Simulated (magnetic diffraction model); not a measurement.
## Magnetic neutron pattern of CoP2Pt

Space group P6_3/mmc (no. 194), a = 3.2370 Å, c = 11.1440 Å.

```csv
site,atom,x,y,z
2b,Pt,0,0,3/4
2a,Co,0,0,1/2
4f,P,1/3,2/3,0.3886
```

This is a made-up structure (elements placed in a structure type, unrelaxed), so the numbers test the method and describe no known phase.

Only Co is taken to order (form factors of Co2+); orders and moment sizes are assumed, and not adapted to the symmetry. Radiation: neutrons of λ = 2.567 Å, 5° to 80°; isotropic B of 0.52 Å² (Pt), 0.69 Å² (Co) and 0.74 Å² (P). The intensities are simulated: I ∝ L Σ (|F_N|² + |F_M⊥|²) for unpolarised neutrons, with F_M = 2.695 fm/μB × Σ f(s) S exp(2πi Q·r) exp(−B s²) at Q = H ± k (one set where k and −k are equivalent), only the part normal to Q counting and L = 1/(sin²θ cos θ). For collinear order S is the moment m, which repeats by lattice and centring translations R with the sign exp(−2πi k·R). Form factors are spin-only for 3d ions and dipole or tabulated for f ions, scattering lengths are Sears's of 1992, and absorption is left out. A label names one of the reflections at its angle. The strongest nuclear line in the range is 100, and lines under 0.2 are left out.

Assume the order k = (0 1/2 0), collinear moments along [120], 2.36 μB on Co; signs + at (0, 0, 1/2), − at (0, 0, 0).

Predict the pattern, nuclear and magnetic parts apart.

```tsv
2θ (°)	index	nuclear	magnetic
26.64	(0 0 2)	34.0	0.0
29.70	(0 1/2 1)	0.0	13.0
48.77	(1 -1/2 1)	0.0	19.7
48.97	(0 1/2 3)	0.0	13.5
54.50	(1 0 0)	46.6	0.0
54.86	(0 0 4)	1.9	0.0
56.34	(1 0 1)	58.4	0.0
61.66	(1 0 2)	100.0	0.0
63.46	(1 -1/2 3)	0.0	9.8
70.00	(1 0 3)	74.7	0.0
76.13	(1 1/2 1)	0.0	5.2
76.59	(0 1/2 5)	0.0	5.0
```

The strongest magnetic line in the range is (1 -1/2 1) at 48.77° (19.7). On top of the Lorentz factor, which all lines share, magnetic lines fade with angle because f falls: for Co2+ it is 0.91, 0.71, 0.49 and 0.18 at sin θ/λ = 0.1, 0.2, 0.3 and 0.5 Å⁻¹, while nuclear lengths stay constant. The order has no net moment.

[Logs are printed without paths, hosts, clocks, repeated set-up lines and the standing remarks that a program may print on its own settings, such as how far it seeks lower states.]
